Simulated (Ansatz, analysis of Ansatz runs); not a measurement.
# Does Pt_Mg go to the (100) surface of MgH2?, part 2 of 2

Question: does neutral Pt_Mg prefer the (100) surface of MgH2 or the inside, and by how much? The same defect is put at one site in each of several layers from the top towards the middle of one slab. Model: a cell of 108 host atoms with 1 Mg taken out and 1 Pt put in.

Ansatz 0.2.0; plane-wave PAW DFT, PBEsol; a slab with vacuum, neutral defects.

So far. Step 2 (The clean slab): On a dense mesh the slab's energy differs by 7 meV an atom, so the sampling is kept; the layers are compared at one sampling, where most of this error should cancel, which was not tested. Step 3 (Does the supercell reconstruct?): Atoms end at most 0.02 Å from the small cell's positions, so the small cell's structure is at least a local minimum.

### Step 4. The defect, layer by layer

Level of this step: plane-wave PAW DFT, PBEsol, periodic cell with vacuum; relaxation of a neutral defect in a slab (Ansatz).

Each layer's defect is relaxed from random displacements. Layer 1 is shown in full.

The input, layer1_M0.relax/input.yaml:

```yaml
crystal:
  lattice:
    - [0.0, 8.977611, 0.0]
    - [-8.953388, 0.0, 0.0]
    - [0.0, 0.0, 26.0]
  atoms:
    - { symbol: Mg, position: [0.16550854, 0.23460584, 0.28315647] }
    - { symbol: Mg, position: [0.33237816, -0.0041521, 0.37086076] }
[... 2 atom lines left out ...]
    - { symbol: Mg, position: [0.16573366, 0.24593428, 0.62885677] }
    - { symbol: Mg, position: [0.33224413, -0.01502566, 0.71651749] }
[... 5 atom lines left out ...]
    - { symbol: H, position: [0.16572536, 0.40138897, 0.57725973] }
[... 2 atom lines left out ...]
    - { symbol: H, position: [0.33238025, 0.34892562, 0.6611525] }
    - { symbol: H, position: [0.16580778, 0.42281894, 0.75496132] }
    - { symbol: H, position: [0.33240787, 0.1517801, 0.59453762] }
    - { symbol: H, position: [0.16565458, 0.10448913, 0.68414184] }
[... 3 atom lines left out ...]
    - { symbol: Mg, position: [0.3323931, 0.49603213, 0.54288022] }
    - { symbol: Mg, position: [0.16571965, 0.74599177, 0.62880343] }
    - { symbol: Mg, position: [0.3324714, 0.48514521, 0.71650656] }
[... 8 atom lines left out ...]
    - { symbol: H, position: [0.33234451, 0.84896243, 0.66111251] }
[... 1 atom line left out ...]
    - { symbol: H, position: [0.33240325, 0.65182201, 0.59449256] }
    - { symbol: H, position: [0.16578451, 0.60450553, 0.68406727] }
[... 4 atom lines left out ...]
    - { symbol: Mg, position: [0.49906603, 0.24596847, 0.62886545] }
    - { symbol: Mg, position: [0.66558983, -0.01501292, 0.71648852] }
[... 5 atom lines left out ...]
    - { symbol: H, position: [0.49906213, 0.40138095, 0.57725272] }
[... 2 atom lines left out ...]
    - { symbol: H, position: [0.66574386, 0.34900554, 0.66113874] }
    - { symbol: H, position: [0.4991228, 0.4226327, 0.75493524] }
    - { symbol: H, position: [0.66572671, 0.15178856, 0.59453103] }
    - { symbol: H, position: [0.49900631, 0.10457125, 0.68416564] }
[... 3 atom lines left out ...]
    - { symbol: Mg, position: [0.66572424, 0.49604286, 0.54287736] }
    - { symbol: Mg, position: [0.49904474, 0.74597716, 0.62883366] }
    - { symbol: Pt, position: [0.66580407, 0.48512773, 0.71653218] }
[... 5 atom lines left out ...]
    - { symbol: H, position: [0.49904256, 0.90141083, 0.57723221] }
[... 1 atom line left out ...]
    - { symbol: H, position: [0.4990533, 0.59120338, 0.50830253] }
    - { symbol: H, position: [0.6657292, 0.84890954, 0.66110496] }
    - { symbol: H, position: [0.49892339, 0.92228611, 0.75488459] }
    - { symbol: H, position: [0.66570437, 0.65178027, 0.59450403] }
    - { symbol: H, position: [0.4990921, 0.60461757, 0.68413895] }
[... 4 atom lines left out ...]
    - { symbol: Mg, position: [0.83238841, 0.24597977, 0.62885525] }
    - { symbol: Mg, position: [0.99891685, -0.01503642, 0.71650306] }
[... 5 atom lines left out ...]
    - { symbol: H, position: [0.83239897, 0.40138606, 0.57724657] }
[... 2 atom lines left out ...]
    - { symbol: H, position: [0.99907344, 0.34888118, 0.66117202] }
    - { symbol: H, position: [0.83251442, 0.42275998, 0.75496021] }
    - { symbol: H, position: [0.9990534, 0.15183207, 0.59452104] }
    - { symbol: H, position: [0.83232015, 0.10445872, 0.68410654] }
[... 3 atom lines left out ...]
    - { symbol: Mg, position: [0.99907081, 0.4960371, 0.54288165] }
    - { symbol: Mg, position: [0.83238272, 0.7459377, 0.6288088] }
    - { symbol: Mg, position: [0.99914792, 0.48515816, 0.71649962] }
[... 5 atom lines left out ...]
    - { symbol: H, position: [0.83241637, 0.90140851, 0.57722515] }
[... 1 atom line left out ...]
    - { symbol: H, position: [0.83240353, 0.59122965, 0.50830966] }
    - { symbol: H, position: [0.99904474, 0.84890154, 0.66111814] }
    - { symbol: H, position: [0.83221676, 0.92252741, 0.75492861] }
    - { symbol: H, position: [0.99906112, 0.65177327, 0.59450453] }
    - { symbol: H, position: [0.8324247, 0.60459793, 0.6841247] }
basis:
  ecutwfc: 420
  xc_grid: 2
hamiltonian:
  xc: pbesol
kpoints:
  mp_grid: { grid: [1, 1, 1] }
scf:
  occupations: { method: fermi_dirac, width: 0.01 }
  max_iter: 100
output:
  forces: true
relax:
  f_tol: 0.03
  max_steps: 90
  random_displacement: { amplitude: 0.05, seed: 945 }
```

Started as:

```sh
> ansatz run input.yaml --threads 4 --pin off --max-ram 15073MiB --backend cpu --events-out ev --progress --plain --runs-dir out
```

Numbers of over 12 decimals in the logs are rounded to 6 here.

Output:

```text
[...]
Crystal: 108 atoms, lattice volume = 2089.881 Å³
Basis set: ecut = 420 eV, 40773 PW (Γ), exchange–correlation on 128×120×360 points (8 copies of the dense FFT grid, shifted against one another)
Bands: 328, of which v1, the nominal top of the filled ones, is band 220 counted from 1 (219 counted from 0)
Symmetry: 1 space group operations
k-points: 1
[...]
SCF iter   1: F=—  HF=-80442.168399 eV  |F-HF|=—  |Δ(HF+E_count)|=         —  Δρ=6.16e-3  dr2=7.71e-1  ethr=1.77e-3  ⟨swp⟩=9.0  Hψ=1520  notcnv=0  defer=90
[...]
SCF iter   7: F=-80441.902945 eV  HF=-80441.902944 eV  |F-HF|=5.03e-7  |Δ(HF+E_count)|=   5.85e-6  Δρ=5.83e-6  dr2=8.43e-7  ethr=3.05e-9  ⟨swp⟩=4.0  Hψ=835  notcnv=0
SCF 1 converged in 7 iterations: F = -80441.902945 eV  dr2 = 8.43e-7
[...]
relax step   1: F+E_penalty+E_count = -80441.90294500 eV  Δ(F+E_penalty+E_count) = +0.000e0 eV  max|allowed force component| = 2.207e0 eV/Å  Δτ_max = 0.0000 Å  (7 SCF iters, dr2 threshold 2.25e-5 eV, accepted)
[... from here on, the SCF cycles and remarks between the steps are left out, and one step in 2 is shown ...]
relax step   2: F+E_penalty+E_count = -80443.64160976 eV  Δ(F+E_penalty+E_count) = -1.739e0 eV  max|allowed force component| = 1.508e0 eV/Å  Δτ_max = 0.1950 Å  (5 SCF iters, dr2 threshold 1.00e-4 eV, accepted)
relax step   4: F+E_penalty+E_count = -80444.36737781 eV  Δ(F+E_penalty+E_count) = -1.341e-1 eV  max|allowed force component| = 2.576e-1 eV/Å  Δτ_max = 0.1944 Å  (5 SCF iters, dr2 threshold 1.00e-4 eV, accepted)
relax step   6: F+E_penalty+E_count = -80444.41746531 eV  Δ(F+E_penalty+E_count) = -2.584e-2 eV  max|allowed force component| = 6.603e-2 eV/Å  Δτ_max = 0.0967 Å  (6 SCF iters, dr2 threshold 8.65e-6 eV, accepted)
relax step   8: F+E_penalty+E_count = -80444.42105712 eV  Δ(F+E_penalty+E_count) = -8.790e-4 eV  max|allowed force component| = 5.930e-2 eV/Å  Δτ_max = 0.0471 Å  (7 SCF iters, accepted)
relax step  10: F+E_penalty+E_count = -80444.42320283 eV  Δ(F+E_penalty+E_count) = -6.548e-8 eV  max|allowed force component| = 2.412e-2 eV/Å  Δτ_max = 0.0000 Å  (3 SCF iters, accepted)
relax step  12: F+E_penalty+E_count = -80444.42407710 eV  Δ(F+E_penalty+E_count) = -2.122e-4 eV  max|allowed force component| = 8.051e-3 eV/Å  Δτ_max = 0.0079 Å  (4 SCF iters, dr2 threshold 1.04e-6 eV, accepted)
relax step  13: F+E_penalty+E_count = -80444.42407734 eV  Δ(F+E_penalty+E_count) = -2.458e-7 eV  max|allowed force component| = 8.079e-3 eV/Å  Δτ_max = 0.0000 Å  (3 SCF iters, accepted)
SCF converged after 3 iterations
Free energy (F): -80444.424077 eV
[...]
Internal energy: -80444.424077 eV  (E = F + TS)
E sigma→0 (E₀):  -80444.424077 eV
Fermi energy:    0.685770 eV
[...]
--- Forces (eV/Å), atoms counted from 1 ---
  atom   1  Mg    -0.00016837    -0.00037940     0.00052625
  atom   2  Mg    -0.00066624    -0.00069184    -0.00032791
  [... 21 atoms left out ...]
  atom  24  Mg    -0.00004591     0.00543872     0.00039529
  [... 16 atoms left out ...]
  atom  41  Mg     0.00062637     0.00079357    -0.00222833
  [... 9 atoms left out ...]
  atom  51  H     -0.00066071    -0.00022814    -0.00117521
  atom  52  H     -0.00212104     0.00045930    -0.00477514
  [... 7 atoms left out ...]
  atom  60  Pt    -0.00771679    -0.00212955     0.00587246
  [... 11 atoms left out ...]
  atom  72  H      0.00594120     0.00735428     0.00179800
  [... 4 atoms left out ...]
  atom  77  Mg     0.00274117    -0.00057438    -0.00289210
  [... 10 atoms left out ...]
  atom  88  H     -0.00201848     0.00002331    -0.00385433
  [... 7 atoms left out ...]
  atom  96  Mg     0.00107916    -0.00112692     0.00026946
  [... 11 atoms left out ...]
  atom 108  H      0.00511815    -0.00777277     0.00179180
  max |Σ_I F_I| component: 1.86e-4 eV/Å
--- Relaxed structure (13 steps of the walk, 13 accepted, 0 SCFs on fresh bases) ---
  F+E_penalty+E_count = -80444.42407734 eV   max|allowed force component| = 8.079e-3 eV/Å
  atoms:
    - { symbol: Mg, position: [0.165288, 0.234821, 0.283236] }
    - { symbol: Mg, position: [0.332032, -0.004659, 0.370773] }
    [... 21 atoms left out ...]
    - { symbol: Mg, position: [0.340134, 0.481421, 0.714783] }
    [... 16 atoms left out ...]
    - { symbol: Mg, position: [0.500901, 0.250677, 0.630054] }
    [... 9 atoms left out ...]
    - { symbol: H, position: [0.665264, 0.369371, 0.656548] }
    - { symbol: H, position: [0.548876, 0.415036, 0.750710] }
    [... 7 atoms left out ...]
    - { symbol: Pt, position: [0.665220, 0.497059, 0.711452] }
    [... 11 atoms left out ...]
    - { symbol: H, position: [0.524307, 0.612436, 0.693593] }
    [... 4 atoms left out ...]
    - { symbol: Mg, position: [0.829667, 0.250726, 0.630067] }
    [... 10 atoms left out ...]
    - { symbol: H, position: [0.781550, 0.414273, 0.750519] }
    [... 7 atoms left out ...]
    - { symbol: Mg, position: [0.990297, 0.481469, 0.714787] }
    [... 11 atoms left out ...]
    - { symbol: H, position: [0.806314, 0.612238, 0.693550] }
```

It took 2.1 min on 4 threads of Arm Neoverse V2, shared host; peak memory 2.1 GiB.

The steps of the relaxation:

```tsv
step	energy less that of the first step (eV)	largest force component (eV/Å)
1	0.0000	2.2071
2	-1.7387	1.5079
3	-2.3303	0.8650
4	-2.4644	0.2576
5	-2.4887	0.3124
6	-2.5145	0.0660
7	-2.5172	0.0399
8	-2.5181	0.0593
9	-2.5203	0.0241
10	-2.5203	0.0241
11	-2.5209	0.0322
12	-2.5211	0.0081
13	-2.5211	0.0081
```

The atoms that moved most (Å, from the sites as typed, ahead of the random displacement, the mean shift of all atoms taken out):

```tsv
atom	dx	dy	dz	length
H88	0.074	-0.454	-0.120	0.475
H52	0.066	0.450	-0.115	0.470
H72	-0.072	0.230	0.241	0.341
H108	-0.070	-0.231	0.240	0.340
H51	-0.184	0.000	-0.124	0.222
H33	0.150	0.051	0.130	0.205
H105	0.149	-0.050	0.129	0.203
Pt60	-0.109	-0.001	-0.137	0.175
```

Neighbours of Pt60 at the end:

```tsv
atom	distance (Å)
H88	1.635
H52	1.635
H72	1.698
H108	1.698
H51	1.829
Mg96	2.923
Mg24	2.923
Mg77	3.394
Mg41	3.394
Mg59	3.432
Mg95	3.433
```

All relaxations:

```tsv
layer	depth (Å)	moment (μB)	outcome	structures computed	largest displacement from the input (Å)	time
1	1.00	0	converged	13	0.48	2.1 min
2	3.28	0	converged	15	0.86	3.1 min
3	5.51	0	converged	19	0.56	3.6 min
```

The relaxation ends 23 meV an atom lower than the displaced start, with a largest force component of 0.0081 eV/Å.

### Step 5. Energies and states

Single points on the relaxed structures give the energies, all at one sampling, and show where the defect's states lie.

The input, layer1_M0.point.pbesol/input.yaml:

```yaml
crystal:
  lattice:
    - [0.0, 8.977611, 0.0]
    - [-8.953388, 0.0, 0.0]
    - [0.0, 0.0, 26.0]
  atoms:
    - { symbol: Mg, position: [0.16528774, 0.23482091, 0.28323578] }
    - { symbol: Mg, position: [0.33203204, -0.00465948, 0.3707729] }
[... 48 atom lines left out ...]
    - { symbol: H, position: [0.66526397, 0.36937125, 0.6565479] }
    - { symbol: H, position: [0.54887588, 0.4150364, 0.75071018] }
[... 7 atom lines left out ...]
    - { symbol: Pt, position: [0.66522028, 0.49705858, 0.71145176] }
[... 11 atom lines left out ...]
    - { symbol: H, position: [0.52430737, 0.61243578, 0.69359293] }
[... 15 atom lines left out ...]
    - { symbol: H, position: [0.78154997, 0.41427262, 0.75051906] }
[... 19 atom lines left out ...]
    - { symbol: H, position: [0.80631369, 0.61223794, 0.69354969] }
basis:
  ecutwfc: 420
  xc_grid: 2
hamiltonian:
  xc: pbesol
kpoints:
  mp_grid: { grid: [1, 1, 1] }
scf:
  occupations: { method: fermi_dirac, width: 0.01 }
  max_iter: 100
output:
  forces: true
  eigenvalues: true
  eigenstates: { localisation: true }
  populations: true
checkpoint:
  write: "../layer1_M0.point.pbesol.run"
  compress: false
  write_wavefunctions: false
  write_every: 100000
```

Output:

```text
[...]
Crystal: 108 atoms, lattice volume = 2089.881 Å³
Basis set: ecut = 420 eV, 40773 PW (Γ), exchange–correlation on 128×120×360 points (8 copies of the dense FFT grid, shifted against one another)
Bands: 328, of which v1, the nominal top of the filled ones, is band 220 counted from 1 (219 counted from 0)
Symmetry: 1 space group operations
[...]
k-points: 1
[...]
SCF iter   1: F=—  HF=-80444.675970 eV  |F-HF|=—  |Δ(HF+E_count)|=         —  Δρ=5.80e-3  dr2=7.83e-1  ethr=1.77e-3  ⟨swp⟩=8.0  Hψ=1514  notcnv=0  defer=86
[...]
SCF iter   8: F=-80444.424077 eV  HF=-80444.424077 eV  |F-HF|=5.20e-8  |Δ(HF+E_count)|=   5.97e-7  Δρ=1.16e-6  dr2=4.33e-8  ethr=2.27e-11  ⟨swp⟩=20.0  Hψ=2187  notcnv=0
SCF 1 converged in 8 iterations: F = -80444.424077 eV  dr2 = 4.33e-8
[...]
SCF converged after 8 iterations
Free energy (F): -80444.424077 eV
[...]
Internal energy: -80444.424077 eV  (E = F + TS)
E sigma→0 (E₀):  -80444.424077 eV
Fermi energy:    0.685740 eV
[...]
--- Forces (eV/Å), atoms counted from 1 ---
  atom   1  Mg    -0.00015100    -0.00037900     0.00049417
  atom   2  Mg    -0.00066783    -0.00068941    -0.00036360
  [... 21 atoms left out ...]
  atom  24  Mg    -0.00008201     0.00542811     0.00042576
  [... 16 atoms left out ...]
  atom  41  Mg     0.00062256     0.00079939    -0.00220785
  [... 9 atoms left out ...]
  atom  51  H     -0.00063679    -0.00022792    -0.00119107
  atom  52  H     -0.00211881     0.00048285    -0.00479354
  [... 7 atoms left out ...]
  atom  60  Pt    -0.00773242    -0.00213050     0.00585957
  [... 11 atoms left out ...]
  atom  72  H      0.00593695     0.00734855     0.00179333
  [... 4 atoms left out ...]
  atom  77  Mg     0.00273913    -0.00058050    -0.00287220
  [... 10 atoms left out ...]
  atom  88  H     -0.00201849     0.00000015    -0.00387330
  [... 7 atoms left out ...]
  atom  96  Mg     0.00105219    -0.00111971     0.00030322
[...]
atom 108  H      0.00511612    -0.00776993     0.00178814
  max |Σ_I F_I| component: 2.08e-4 eV/Å
--- Band table (eV) ---
[...]
--- Löwdin populations: 108 sites ---
  site symbol       q [e]
     0     Mg      8.5820
     1     Mg      8.5695
[...]
23     Mg      8.5805
[...]
40     Mg      8.5855
[...]
50      H      1.5922
    51      H      1.2477
[...]
59     Pt     17.8092
[...]
71      H      1.4173
  [... 4 atoms left out ...]
    76     Mg      8.5855
  [... 10 atoms left out ...]
    87      H      1.2477
  [... 7 atoms left out ...]
    95     Mg      8.5807
  [... 11 atoms left out ...]
   107      H      1.4179
  spilling = 0.007771 (of n_electrons = 440.000000)
```

It took 24 s on 4 threads; peak memory 2.2 GiB; 91 s of CPU time.

From eigenstates.tsv, first k-point; energies on the run's zero. The participation number counts the atoms that a state is spread over, of 108; bands count from 0.

```tsv
spin	band	energy (eV)	occupation	participation	largest share on	share
both	214	-2.031	2.00	9.0	H34	0.27
both	215	-1.932	2.00	8.6	H106	0.21
both	216	-1.911	2.00	11.6	H45	0.16
both	217	-1.907	2.00	15.0	H81	0.11
both	218	-1.759	2.00	8.5	Pt60	0.30
both	219	-0.184	2.00	4.7	Pt60	0.41
both	220	1.556	0.00	15.8	Pt60	0.15
both	221	2.249	0.00	28.1	H45	0.06
both	222	2.342	0.00	28.1	H16	0.08
both	223	2.474	0.00	16.0	Mg24	0.13
both	224	2.569	0.00	84.6	H36	0.02
```

Under PBEsol, periodic cell with vacuum at the zone centre alone, the highest filled state is spread over 5 of 108 atoms, and the lowest empty one, 1.74 eV above it, is spread over 16 of 108 atoms.

Valence electrons by atom (Löwdin), nearest atoms first, with the excess over far atoms of the same element, which can also hold differences between inequivalent host sites (the log counts sites from 0):

```tsv
atom	distance from the centre (Å)	electrons	excess
Pt60	0.17	17.809	-
H88	1.50	1.248	-0.421
H52	1.51	1.248	-0.421
H108	1.80	1.418	-0.251
H72	1.81	1.417	-0.251
H51	1.87	1.592	-0.077
Mg96	2.91	8.581	0.011
Mg24	2.92	8.580	0.010
```

Against the clean slab and Mg (hcp) and Pt (fcc):

```tsv
layer	depth (Å)	total moment (μB)	formation energy (eV)	against the deepest layer (eV)
1	1.00	0	0.25	-1.00
2	3.28	0	0.91	-0.35
3	5.51	0	1.25	0.00
```

### Step 6. What came out

```json
{"highest less deepest of the layers obtained (PBEsol)": "-1.00 eV", "layer of the lowest energy (PBEsol)": "1"}
```

**Reading.** Under PBEsol Pt_Mg is 1.00 eV lower in layer 1 than in layer 3, 5.5 Å down, so it segregates to the surface. At 600 K the Boltzmann factor between the best layer and the deepest is about 10^8 a site, entropy of vibration left out. The two deepest layers differ by 0.35 eV, so it has not levelled off: the slab is too thin, or the sites are unlike. The clean slab's gap at this sampling is 4.15 eV. Limits: neutral states alone; one site a layer, which need not be the same crystallographic site in every layer, at most four layers; one defect on one side of the slab, 9.0 Å from its images and with no dipole correction; the deepest layer of so thin a slab is not yet bulk, and the thickness was not varied; the in-plane lattice is the database's, not relaxed here; no adsorbates, no temperature.

[Logs are printed without paths, hosts, clocks, repeated set-up lines and the standing remarks that a program may print on its own settings, such as how far it seeks lower states.]

[Hosts, paths, dates, database ids (printed as entryN), source tags and the programs' standing remarks are cut or masked in the printed files.]

[Maps of the electrostatic potential energy from Ansatz leave out the sawtooth potential of an applied field or a dipole correction, so their vacuum need not be flat.]
